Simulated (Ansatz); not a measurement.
# Decaying states in the gap of BaCa2P2

Aim: relax a made-up compound, BaCa2P2, and see how good a tunnel barrier it would be. It is built by putting Ca for Mg in the BaMg2P2 structure of space group P-3m1, with the volume rescaled by atomic radii. The parent structure comes from the Materials Project.

Method: r2SCAN DFT, plane waves, PAW files, in the first sound run; inputs show where later runs differ, in Ansatz 0.2.0.

Most raw output is cut from this account.

The structure was built from a prototype and need not be the compound's stable phase.

### 1. The structure

The structure is trigonal, space group P-3m1 (No. 164). The conventional cell has a = 4.628 Å, b = 4.628 Å, c = 8.070 Å, α = 90.00°, β = 90.00°, γ = 120.00°. Nearest to Ba lie 6 P at 3.49 Å. Ca has 4 P at 2.77 to 2.79 Å nearest. Nearest to P lie 4 Ca at 2.77 to 2.79 Å and 3 Ba at 3.49 Å. It derives from BaMg2P2. Ca for Mg in the BaMg2P2 structure of space group P-3m1. Farther neighbours are not listed.

### 2. Cell and atoms at rest

The substituted atoms don't fit the parent's cell, so cell and atoms relax together. A small smearing keeps the run stable in case the gap closes on the way.

The input, input.yaml:

```yaml
crystal:
  lattice:
    - [4.6283750159, 0.0, 0.0]
    - [-2.314187508, 4.008290342, 0.0]
    - [0.0, 0.0, 8.0697131658]
  atoms:
    - { symbol: Ba, position: [0.0, 0.0, 0.0] }
    - { symbol: Ca, position: [0.6666666667, 0.3333333333, 0.37813727] }
    - { symbol: Ca, position: [0.3333333333, 0.6666666667, 0.62186273] }
    - { symbol: P, position: [0.6666666667, 0.3333333333, 0.72124853] }
    - { symbol: P, position: [0.3333333333, 0.6666666667, 0.27875147] }
kpoints:
  mp_grid: { grid: [6, 6, 4] }
scf:
  occupations: { method: gaussian, width: 0.03 }
hamiltonian:
  xc: r2scan
output:
  forces: true
  stress: true
relax:
  f_tol: 0.02
  max_steps: 60
  cell: {}
```

Command:

```
ansatz run input.yaml --threads 2 --pin off --max-ram 4096MiB --backend cpu --events-out ev --progress --plain --runs-dir out
```

Run time: 37 s. Hardware: 2 threads of Arm Neoverse V1, shared host; peak memory 0.79 GiB; 73 s of CPU time.

Relaxation path:

| step | energy less that of the first step (eV) | largest force component (eV/Å) | pressure (GPa) | volume (Å³) |
| --- | --- | --- | --- | --- |
| 1 | 0.0000 | 1.1280 | 2.83 | 149.71 |
| 2 | -0.2691 | 0.2694 | -1.08 | 158.27 |
| 3 | -0.2924 | 0.0783 | -0.31 | 155.77 |
| 4 | -0.2953 | 0.0087 | 0.08 | 154.32 |
| 5 | -0.2956 | 0.0028 | 0.03 | 154.47 |
| 6 | -0.2956 | 0.0005 | 0.00 | 154.55 |
| 7* | -0.2960 | 0.0005 | 0.00 | 154.55 |

Relaxation steps marked * repeat the geometry before them on a plane-wave basis chosen anew for their cell, so energy and pressure can jump there.

The run keeps the 12 symmetry operations that it works with, so distortions that break them were not tested.

| conventional cell, symmetrised | before | after | change |
| --- | --- | --- | --- |
| a (Å) | 4.628 | 4.767 | +3.0 % |
| b (Å) | 4.628 | 4.767 | +3.0 % |
| c (Å) | 8.070 | 7.854 | -2.7 % |
| volume (Å³/atom) | 29.94 | 30.91 | +3.2 % |

The atoms that moved most (Å, as changes of fractional coordinates times the final cell):

| atom | dx | dy | dz | length |
| --- | --- | --- | --- | --- |
| P4 | 0.000 | 0.000 | 0.154 | 0.154 |
| P5 | 0.000 | 0.000 | -0.154 | 0.154 |
| Ca3 | 0.000 | 0.000 | 0.123 | 0.123 |
| Ca2 | 0.000 | 0.000 | -0.123 | 0.123 |

Final coordinates:

```xyz
5
Lattice="4.7667 0.0000 0.0000 -2.3834 4.1281 0.0000 0.0000 0.0000 7.8540" Properties=species:S:1:pos:R:3 pbc="T T T"
Ba    0.0000    0.0000    0.0000
Ca    2.3834    1.3760    2.8471
Ca    0.0000    2.7521    5.0069
P     2.3834    1.3760    5.8188
P     0.0000    2.7521    2.0353
```

Numbers from this step:

```
free energy  : -11132.9209 eV
Fermi energy : 6.279 eV
pressure     : -4.88e-4 GPa
```

The largest force component on a free atom ends at 4.7e-4 eV/Å.

### 3. The bulk crystal and its band edges

The energy window and the wavevectors of the next steps follow from the band edges, so these are searched first, off the mesh as well.

The input, input.yaml:

```yaml
crystal:
  lattice:
    - [4.766730698, 0.0, 0.0]
    - [-2.383365349, 4.1281098775, 0.0]
    - [0.0, 0.0, 7.8540459059]
  atoms:
    - { symbol: Ba, position: [0.0, 0.0, 0.0] }
    - { symbol: Ca, position: [0.6666666667, 0.3333333333, 0.3625007759] }
    - { symbol: Ca, position: [0.3333333333, 0.6666666667, 0.6374992241] }
    - { symbol: P, position: [0.6666666667, 0.3333333333, 0.7408623109] }
    - { symbol: P, position: [0.3333333333, 0.6666666667, 0.2591376891] }
kpoints:
  mp_grid: { grid: [6, 6, 4] }
  band_path: { path: [VBM, CBM], npoints: 30 }
scf:
  occupations: { method: fixed }
hamiltonian:
  xc: r2scan
output:
  eigenvalues: true
  write_potential: true
  write_density: true
  volumetric_format: npy
  elf: true
```

It took 22 s on 2 threads; peak memory 0.69 GiB.

Numbers from this step:

| Property | Result |
| --- | --- |
| Fermi energy | 5.373 eV |
| gap on the k-mesh | 1.813 eV |
| gap on path | 1.813 eV, by band count; negative where bands overlap |
| direct gap on path | 1.822 eV |
| edge places on path | 0, 0.7610 1/A along the path |

Electronic bands along the path, in eV, zero at the Fermi level (highest filled level under fixed occupations); v1 is the highest filled band, c1 the lowest empty one:

| point | v4 | v3 | v2 | v1 | c1 | c2 | c3 | c4 |
| --- | --- | --- | --- | --- | --- | --- | --- | --- |
| VBM | -0.48 | -0.23 | -0.23 | 0.00 | 2.89 | 3.02 | 3.02 | 3.59 |
| halfway | -0.65 | -0.41 | -0.20 | -0.14 | 2.43 | 3.37 | 3.39 | 4.13 |
| CBM | -0.61 | -0.40 | -0.23 | -0.01 | 1.81 | 3.51 | 3.79 | 4.04 |

ELF in the ac plane at fractional y = 0.333, with atoms of Ca and P within 0.2 Å of it. It is the smooth field of the valence electrons, not physical close to the nuclei.

Ten even steps from '_' (0.01) to '@' (0.85), each cell a mean:
```
..::==--..____--++****==..__
__..::..____--##%%%%%%##==..
..________--##@@@@@@@@@@##==
--______::**@@@@@@@@@@@@@@##
**..__..++%%@@@@++::==@@@@@@
**..____++%%@@%%::____##@@@@
==______--%%@@@@--__::%%@@@@
::______::**@@@@%%##%%@@@@%%
..______..++%%@@@@@@@@@@@@**
..________--**%%%%%%%%%%##==
__________..::::::::::::::::
__......________::----..____
..==++==::____++%%@@@@**..__
--**####==__::%%@@@@@@@@==__
==##%%%%++..::@@@@%%@@@@==__
**%%%%%%##::..%%@@@@@@%%--..
##%%@@%%%%==__--%%@@%%==..::
##%%%%%%##++..__::==--____==
**********++::__________..==
::::::::::::..__________..::
__......____________________
__..::..____________________
..--==--..______..::::______
```
Columns run along a (4.8 Å), rows up along c (7.9 Å). Atoms in or near the plane, at fractional coordinates: Ca at (0.67, 0.36), P at (0.67, 0.74).

Electrostatic potential energy in the ac plane at fractional y = 0.333, with atoms of Ca and P within 0.2 Å of it. With pseudopotentials it is smooth inside the atoms' cores, unlike the true potential.

Values in eV, 23 rows by 14 columns, each cell a mean:
```
  5   3   3   3   5   7   8   9  10  10  10   9   9   7
  6   5   4   4   6   8   9  10   9   9   9  10   9   8
  7   6   6   6   7   8   9   8   6   4   5   8   9   9
  8   7   7   7   8   9   8   3  -9 -17 -12   1   7   9
  9   8   7   8   9   9   6 -11 -40 -51 -45 -17   3   8
  9   8   7   7   8   8   4 -21 -50 -54 -53 -28   0   8
  8   7   6   7   8   8   5 -16 -46 -53 -50 -23   1   8
  8   6   5   6   7   8   7  -2 -20 -32 -24  -5   6   8
  7   6   5   6   7   8   9   7   3   0   2   6   8   9
  7   6   6   6   7   8   9   8   7   7   7   8   9   8
  7   7   7   7   7   8   8   7   6   5   5   6   7   8
  8   8   8   8   8   7   5   2  -2  -5  -3   2   5   7
  8   9   9   9   8   6   3  -7 -22 -31 -25 -10   1   6
  8   9  10  10   8   6   0 -19 -43 -52 -48 -24  -4   5
  8  10  10  10   9   6  -1 -24 -50 -54 -53 -30  -6   4
  8   9  10  10   9   6   1 -16 -39 -49 -44 -21  -2   5
  9   9   9   9   9   7   4  -4 -15 -22 -18  -6   3   7
  9   9   9   9   9   8   6   3   0  -3  -1   3   6   8
  9   9   9   9   9   9   8   6   5   4   5   6   7   8
  8   8   8   8   8   8   8   8   7   7   7   8   8   8
  7   6   6   6   7   8   8   8   8   8   8   8   8   8
  6   4   4   4   5   7   8   9   9   9   9   9   8   7
  5   3   2   3   5   6   8   9   9  10   9   9   8   7
```
Columns run along a (4.8 Å; values clipped at the 3rd and 97th percentile), rows up along c (7.9 Å). Atoms in or near the plane, at fractional coordinates: Ca at (0.67, 0.36), P at (0.67, 0.74).

Valence density in the ac plane at fractional y = 0.333, with atoms of Ca and P within 0.2 Å of it. It is the smooth field of the valence electrons, not physical close to the nuclei.

Values in e/Å³, 23 rows by 14 columns, each cell a mean:
```
0.1 0.1 0.1 0.1 0.1 0.1 0.1 0.1 0.1 0.1 0.1 0.1 0.1 0.1
0.1 0.1 0.1 0.1 0.1 0.1 0.1 0.1 0.1 0.2 0.2 0.1 0.1 0.1
0.1 0.1 0.1 0.1 0.1 0.1 0.1 0.2 0.3 0.4 0.3 0.2 0.2 0.1
0.1 0.1 0.0 0.0 0.1 0.1 0.2 0.4 0.6 0.6 0.6 0.5 0.3 0.1
0.1 0.1 0.0 0.0 0.1 0.2 0.3 0.6 0.6 0.4 0.5 0.6 0.4 0.2
0.1 0.1 0.0 0.1 0.1 0.2 0.4 0.7 0.4 0.1 0.3 0.6 0.5 0.2
0.1 0.1 0.0 0.1 0.1 0.2 0.4 0.6 0.5 0.3 0.4 0.6 0.5 0.2
0.1 0.1 0.1 0.1 0.1 0.2 0.3 0.5 0.7 0.6 0.7 0.6 0.3 0.2
0.1 0.1 0.0 0.1 0.1 0.1 0.2 0.3 0.4 0.5 0.5 0.3 0.2 0.1
0.1 0.0 0.0 0.0 0.0 0.1 0.1 0.2 0.2 0.3 0.2 0.2 0.1 0.1
0.0 0.0 0.0 0.0 0.0 0.0 0.1 0.1 0.2 0.2 0.2 0.1 0.1 0.1
0.0 0.0 0.0 0.0 0.0 0.0 0.1 0.1 0.3 0.5 0.4 0.2 0.1 0.0
0.0 0.1 0.1 0.1 0.0 0.1 0.1 0.5 1.6 2.4 1.9 0.7 0.2 0.1
0.1 0.1 0.1 0.1 0.1 0.1 0.2 1.3 3.8 5.4 4.4 1.8 0.4 0.1
0.1 0.1 0.1 0.1 0.1 0.1 0.3 1.7 4.8 6.5 5.5 2.3 0.5 0.1
0.1 0.1 0.2 0.2 0.1 0.1 0.2 1.1 3.3 4.8 3.8 1.5 0.3 0.1
0.1 0.2 0.2 0.2 0.1 0.1 0.1 0.4 1.1 1.7 1.3 0.5 0.2 0.1
0.1 0.2 0.2 0.2 0.1 0.1 0.1 0.1 0.2 0.3 0.2 0.1 0.1 0.1
0.1 0.1 0.1 0.1 0.1 0.1 0.1 0.0 0.0 0.0 0.0 0.0 0.1 0.1
0.1 0.1 0.1 0.1 0.1 0.1 0.0 0.0 0.0 0.0 0.0 0.0 0.0 0.1
0.1 0.1 0.1 0.1 0.1 0.1 0.0 0.0 0.0 0.0 0.0 0.0 0.0 0.0
0.1 0.1 0.1 0.1 0.1 0.1 0.0 0.0 0.0 0.0 0.0 0.0 0.0 0.0
0.1 0.1 0.2 0.1 0.1 0.1 0.0 0.0 0.0 0.0 0.0 0.0 0.0 0.0
```
Columns run along a (4.8 Å), rows up along c (7.9 Å). Atoms in or near the plane, at fractional coordinates: Ca at (0.67, 0.36), P at (0.67, 0.74).

The searched edges give 1.81 eV, as on the mesh.

### 4. Complex bands, plane (100), k-mesh 6×4×6

This step: r2SCAN DFT, plane waves, PAW files; complex bands by layer matching along the plane's normal (Ansatz 0.2.0).

The same crystal is laid in a cell whose first two vectors span the (100) plane (indices of the standard conventional cell, whose axes can be ordered otherwise than in the bulk input). At fixed energy and wavevector in the plane the solver finds all kz, real and complex. A few wavevectors are listed, (0, 0) and (-0.5, 0) in units of the plane's reciprocal vectors; the slowest state needn't be among them.

The input, input.yaml:

```yaml
crystal:
  lattice:
    - [4.766730698, 0.0, 0.0]
    - [0.0, 7.854045906, 0.0]
    - [2.383365349, 0.0, 4.128109877]
  atoms:
    - { symbol: Ba, position: [0.0, 0.0, 0.0] }
    - { symbol: Ca, position: [0.6666666667, 0.3625007759, 0.6666666667] }
    - { symbol: Ca, position: [0.3333333333, 0.6374992241, 0.3333333333] }
    - { symbol: P, position: [0.6666666667, 0.7408623109, 0.6666666667] }
    - { symbol: P, position: [0.3333333333, 0.2591376891, 0.3333333333] }
kpoints:
  mp_grid: { grid: [6, 4, 6] }
scf:
  occupations: { method: fixed }
hamiltonian:
  xc: r2scan
output:
  eigenvalues: true
  transmission:
    leads: [[0, 0]]
    kpoints: [[0.0, 0.0], [-0.5, 0.0]]
    e_range: [-1.0, 2.81]
    de: 0.1
```

The job ended after 1.7 min (2 threads; peak memory 1.7 GiB; 3.4 min of CPU time).

Numbers from this step:

| Item | Value |
| --- | --- |
| level to which the leads are filled | 0.9066 eV from the Fermi level |
| decay constant at the filling level, zone centre | 0.2430 Å⁻¹ |
| decay constant at the filling level, slowest listed point | 0.2365 Å⁻¹ |

K parallel (0, 0); values up to 1.5 1/Å, a degenerate pair printed once or twice; energies at which all values exceed this have no row. The Im kz of the slowest decaying states by energy, zero at the highest filled level on the SCF mesh:

| energy (eV) | decay 1 (Å⁻¹) | decay 2 (Å⁻¹) | decay 3 (Å⁻¹) | decay 4 (Å⁻¹) |
| --- | --- | --- | --- | --- |
| -1.00 | 0.152 | 0.208 | 0.540 | 0.640 |
| -0.70 | 0.0972 | 0.141 | 0.398 | 0.597 |
| -0.50 | 0.0674 | 0.141 | 0.532 | 0.570 |
| -0.20 | 0.0514 | 0.0812 | 0.219 | 0.535 |
| 0.00 | 0.00724 | 0.0815 | 0.144 | 0.167 |
| 0.10 | 0.167 | 0.231 | 0.232 | 0.270 |
| 0.40 | 0.212 | 0.294 | 0.342 | 0.460 |
| 0.60 | 0.229 | 0.320 | 0.380 | 0.440 |
| 0.90 | 0.243 | 0.343 | 0.399 | 0.416 |
| 1.20 | 0.247 | 0.318 | 0.383 | 0.436 |
| 1.40 | 0.245 | 0.269 | 0.387 | 0.443 |
| 1.70 | 0.146 | 0.235 | 0.392 | 0.445 |
| 2.00 | 0.216 | 0.391 | 0.440 | 0.521 |
| 2.30 | 0.187 | 0.382 | 0.428 | 0.476 |
| 2.50 | 0.159 | 0.369 | 0.41 | 0.417 |
| 2.80 | 0.0828 | 0.274 | 0.334 | 0.362 |

K parallel (0, 0). The Re kz of states that move upwards by energy, zero at the highest filled level on the SCF mesh:

| energy (eV) | channel 1 (Å⁻¹) | channel 2 (Å⁻¹) | channel 3 (Å⁻¹) | channel 4 (Å⁻¹) |
| --- | --- | --- | --- | --- |
| -1.00 | -0.375 | - | - | - |
| -0.80 | -0.293 | - | - | - |
| -0.60 | -0.695 | -0.242 | -0.204 | 0.472 |
| -0.40 | -0.143 | - | - | - |
| -0.20 | -0.385 | 0.228 | - | - |
| 0.00 | - | - | - | - |
| 0.10 | - | - | - | - |
| 0.30 | - | - | - | - |
| 0.50 | - | - | - | - |
| 0.70 | - | - | - | - |
| 0.90 | - | - | - | - |
| 1.10 | - | - | - | - |
| 1.30 | - | - | - | - |
| 1.50 | - | - | - | - |
| 1.70 | - | - | - | - |
| 1.80 | - | - | - | - |
| 2.00 | -0.566 | - | - | - |
| 2.20 | -0.472 | - | - | - |
| 2.40 | -0.393 | - | - | - |
| 2.60 | -0.317 | - | - | - |
| 2.80 | -0.231 | - | - | - |

K parallel (-0.5, 0); values up to 1.5 1/Å, a degenerate pair printed once or twice; energies at which all values exceed this have no row. Table of Im kz of the slowest decaying states by energy, zero at the highest filled level on the SCF mesh:

| energy (eV) | decay 1 (Å⁻¹) | decay 2 (Å⁻¹) | decay 3 (Å⁻¹) | decay 4 (Å⁻¹) |
| --- | --- | --- | --- | --- |
| -1.00 | 0.117 | 0.605 | 0.719 | 1.02 |
| -0.80 | 0.175 | 0.538 | 0.671 | 0.984 |
| -0.60 | 0.0568 | 0.397 | 0.622 | 0.941 |
| -0.40 | 0.274 | 0.608 | 0.888 | 1.19 |
| -0.20 | 0.226 | 0.685 | 0.806 | 1.17 |
| 0.00 | 0.0356 | 0.258 | 0.426 | 0.747 |
| 0.10 | 0.119 | 0.301 | 0.462 | 0.746 |
| 0.30 | 0.182 | 0.361 | 0.501 | 0.741 |
| 0.50 | 0.214 | 0.402 | 0.520 | 0.733 |
| 0.70 | 0.231 | 0.432 | 0.530 | 0.723 |
| 0.90 | 0.237 | 0.454 | 0.533 | 0.711 |
| 1.10 | 0.231 | 0.472 | 0.533 | 0.698 |
| 1.30 | 0.213 | 0.484 | 0.532 | 0.683 |
| 1.50 | 0.179 | 0.494 | 0.530 | 0.668 |
| 1.70 | 0.114 | 0.500 | 0.529 | 0.650 |
| 1.80 | 0.0400 | 0.501 | 0.530 | 0.641 |
| 2.00 | 0.503 | 0.536 | 0.620 | 0.856 |
| 2.20 | 0.502 | 0.555 | 0.593 | 0.805 |
| 2.40 | 0.499 | 0.553 | 0.616 | 0.732 |
| 2.60 | 0.0686 | 0.492 | 0.508 | 0.668 |
| 2.80 | 0.0717 | 0.465 | 0.482 | 0.654 |

At the listed wavevectors the last open channel is at -0.10 eV and the next at +1.90 eV on the grid. At +0.90 eV, the grid energy nearest the filling level (the middle of the gap on the SCF mesh), the slowest state at the listed wavevectors decays with κ = 0.236 Å⁻¹, its amplitude falling by e over 4.2 Å. Through 1 nm of this crystal that state's transmission falls by exp(−2 × 0.236 Å⁻¹ × 10 Å) = 0.0088.

### 5. Decaying states in the gap, plane (001), k-mesh 6×6×4

The same for the (001) plane, at (0, 0), (-0.5, 0) and (0.5, 0) (two of them one point), to see how the decay depends on direction.

The input, input.yaml:

```yaml
crystal:
  lattice:
    - [4.766730698, 0.0, 0.0]
    - [2.383365349, 4.128109877, 0.0]
    - [0.0, 0.0, 7.854045906]
  atoms:
    - { symbol: Ba, position: [0.0, 0.0, 0.0] }
    - { symbol: Ca, position: [0.3333333333, 0.3333333333, 0.3625007759] }
    - { symbol: Ca, position: [0.6666666667, 0.6666666667, 0.6374992241] }
    - { symbol: P, position: [0.3333333333, 0.3333333333, 0.7408623109] }
    - { symbol: P, position: [0.6666666667, 0.6666666667, 0.2591376891] }
kpoints:
  mp_grid: { grid: [6, 6, 4] }
scf:
  occupations: { method: fixed }
hamiltonian:
  xc: r2scan
output:
  eigenvalues: true
  transmission:
    leads: [[0, 0]]
    kpoints: [[0.0, 0.0], [-0.5, 0.0], [0.5, 0.0]]
    e_range: [-1.0, 2.81]
    de: 0.06
```

It took 48 s on 2 threads; peak memory 0.97 GiB.

This step gave:

- decay constant at the filling level, zone centre: 0.2080 Å⁻¹
- decay constant at the filling level, slowest listed point: 0.208 Å⁻¹

K parallel (0, 0); values up to 1.5 1/Å, a degenerate pair printed once or twice; energies at which all values exceed this have no row. The Im kz of the slowest decaying states by energy, zero at the highest filled level on the SCF mesh:

| energy (eV) | decay 1 (Å⁻¹) | decay 2 (Å⁻¹) | decay 3 (Å⁻¹) | decay 4 (Å⁻¹) |
| --- | --- | --- | --- | --- |
| -1.00 | 0.0833 | 0.454 | 0.748 | 0.922 |
| -0.82 | 0.0302 | 0.347 | 0.738 | 0.900 |
| -0.64 | 0.134 | 0.727 | 0.877 | - |
| -0.46 | 0.0765 | 0.716 | 0.854 | - |
| -0.22 | 0.700 | 0.822 | - | - |
| -0.04 | 0.119 | 0.688 | 0.797 | - |
| 0.02 | 0.0409 | 0.205 | 0.684 | 0.788 |
| 0.14 | 0.104 | 0.298 | 0.675 | 0.771 |
| 0.32 | 0.149 | 0.380 | 0.662 | 0.745 |
| 0.50 | 0.176 | 0.433 | 0.648 | 0.718 |
| 0.68 | 0.194 | 0.471 | 0.633 | 0.691 |
| 0.92 | 0.208 | 0.505 | 0.612 | 0.655 |
| 1.10 | 0.214 | 0.522 | 0.596 | 0.627 |
| 1.28 | 0.216 | 0.533 | 0.579 | 0.598 |
| 1.46 | 0.214 | 0.540 | 0.561 | 0.569 |
| 1.64 | 0.210 | 0.537 | 0.542 | 0.543 |
| 1.82 | 0.203 | 0.504 | 0.521 | 0.542 |
| 2.00 | 0.192 | 0.468 | 0.500 | 0.538 |
| 2.24 | 0.172 | 0.414 | 0.469 | 0.529 |
| 2.42 | 0.151 | 0.367 | 0.443 | 0.519 |
| 2.60 | 0.122 | 0.311 | 0.415 | 0.507 |
| 2.78 | 0.0781 | 0.239 | 0.384 | 0.492 |

K parallel (-0.5, 0); values up to 1.5 1/Å, a degenerate pair printed once or twice; energies at which all values exceed this have no row. Table of Im kz of the slowest decaying states by energy, zero at the highest filled level on the SCF mesh:

| energy (eV) | decay 1 (Å⁻¹) | decay 2 (Å⁻¹) | decay 3 (Å⁻¹) | decay 4 (Å⁻¹) |
| --- | --- | --- | --- | --- |
| -1.00 | 0.0651 | 0.225 | 0.630 | 0.996 |
| -0.82 | 0.0934 | 0.230 | 0.564 | 0.987 |
| -0.64 | 0.0437 | 0.198 | 0.469 | 0.989 |
| -0.46 | 0.0754 | 0.276 | 0.911 | 0.985 |
| -0.22 | 0.0643 | 0.298 | 0.763 | 0.923 |
| -0.04 | 0.0821 | 0.171 | 0.242 | 0.682 |
| 0.02 | 0.208 | 0.248 | 0.269 | 0.656 |
| 0.14 | 0.269 | 0.310 | 0.479 | 0.603 |
| 0.32 | 0.351 | 0.361 | 0.510 | 0.645 |
| 0.50 | 0.374 | 0.432 | 0.687 | 0.736 |
| 0.68 | 0.383 | 0.428 | 0.661 | 0.787 |
| 0.92 | 0.374 | 0.423 | 0.639 | 0.822 |
| 1.10 | 0.352 | 0.420 | 0.624 | 0.836 |
| 1.28 | 0.316 | 0.418 | 0.609 | 0.844 |
| 1.46 | 0.264 | 0.417 | 0.593 | 0.846 |
| 1.64 | 0.187 | 0.415 | 0.576 | 0.845 |
| 1.82 | 0.411 | 0.557 | 0.842 | 0.950 |
| 2.00 | 0.405 | 0.537 | 0.836 | 0.932 |
| 2.24 | 0.392 | 0.505 | 0.824 | 0.906 |
| 2.42 | 0.0642 | 0.379 | 0.478 | 0.814 |
| 2.60 | 0.0758 | 0.364 | 0.447 | 0.802 |
| 2.78 | 0.347 | 0.412 | 0.788 | 0.845 |

K parallel (0.5, 0); values up to 1.5 1/Å, a degenerate pair printed once or twice; energies at which all values exceed this have no row. Table of Im kz of the slowest decaying states by energy, zero at the highest filled level on the SCF mesh:

| energy (eV) | decay 1 (Å⁻¹) | decay 2 (Å⁻¹) | decay 3 (Å⁻¹) | decay 4 (Å⁻¹) |
| --- | --- | --- | --- | --- |
| -1.0000 | 0.0651 | 0.225 | 0.630 | 0.996 |
| -0.7600 | 0.0874 | 0.224 | 0.536 | 0.986 |
| -0.5200 | 0.141 | 0.366 | 0.969 | 0.999 |
| -0.2200 | 0.0643 | 0.298 | 0.763 | 0.923 |
| 0.0200 | 0.208 | 0.248 | 0.269 | 0.656 |
| 0.2600 | 0.327 | 0.340 | 0.546 | 0.600 |
| 0.5000 | 0.374 | 0.432 | 0.687 | 0.736 |
| 0.7400 | 0.383 | 0.427 | 0.655 | 0.798 |
| 0.9800 | 0.368 | 0.422 | 0.634 | 0.828 |
| 1.2200 | 0.330 | 0.418 | 0.614 | 0.842 |
| 1.5200 | 0.242 | 0.416 | 0.588 | 0.846 |
| 1.7600 | 0.105 | 0.412 | 0.564 | 0.843 |
| 2.0000 | 0.405 | 0.537 | 0.836 | 0.932 |
| 2.2400 | 0.392 | 0.505 | 0.824 | 0.906 |
| 2.4800 | 0.0741 | 0.375 | 0.468 | 0.810 |
| 2.7200 | 0.0524 | 0.353 | 0.424 | 0.793 |

At the listed wavevectors the last open channel is at -0.04 eV and the next at +1.82 eV on the grid. At +0.92 eV, the grid energy nearest the filling level (the middle of the gap on the SCF mesh), the slowest state at the listed wavevectors decays with κ = 0.208 Å⁻¹, its amplitude falling by e over 4.8 Å; the first such run, plane (100), gave 0.236 Å⁻¹.

(Part 1 of 2 ends here.)

[Logs are printed without paths, hosts, clocks, repeated set-up lines and the standing remarks that a program may print on its own settings, such as how far it seeks lower states.]

[Hosts, paths, dates, database ids (printed as entryN), source tags and the programs' standing remarks are cut or masked in the printed files.]
